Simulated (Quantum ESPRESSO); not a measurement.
# Carrying a functional's shift from two faces of Rh to a third

How the rows were computed: Quantum ESPRESSO 7.5 (pw.x, pp.x), GBRV ultrasoft files, cold smearing of 0.02 Ry; slabs at the tabulated lattice constant, relaxed under PBE by Ansatz 0.2.0; both functionals on the same atoms. Work functions in eV.

```tsv
face	area an atom (Å²)	PBE	PBEsol
(111)	6.25	5.169	5.306
(100)	7.22	5.108	5.234
(110)	10.21	4.721	withheld
```

To predict: What does PBEsol give for (110)?

**Worked estimate.** The shifts from PBE are 5.306 − 5.169 = +0.137 eV and 5.234 − 5.108 = +0.126 eV, +0.132 eV in the mean. A rigid shift gives 4.721 + (+0.132) = 4.853 eV.

**The withheld run.** 4.830 eV; the estimate misses by +0.023 eV. The shift is rigid within 0.03 eV, so differences between faces carry over. The measured value for this face is 4.86 eV (“Anisotropic work function of elemental crystals” (2019, arxiv:1902.07811)): PBE is off by −0.14 eV and PBEsol by −0.03 eV; other measurements of a face can differ by 0.1 to 0.2 eV.

**Limits.** Thin, unreconstructed slabs; thickness and mesh leave some 0.05 to 0.1 eV open, which largely cancels in the shift.

[Logs are printed without paths, hosts, clocks, repeated set-up lines and the standing remarks that a program may print on its own settings, such as how far it seeks lower states.]
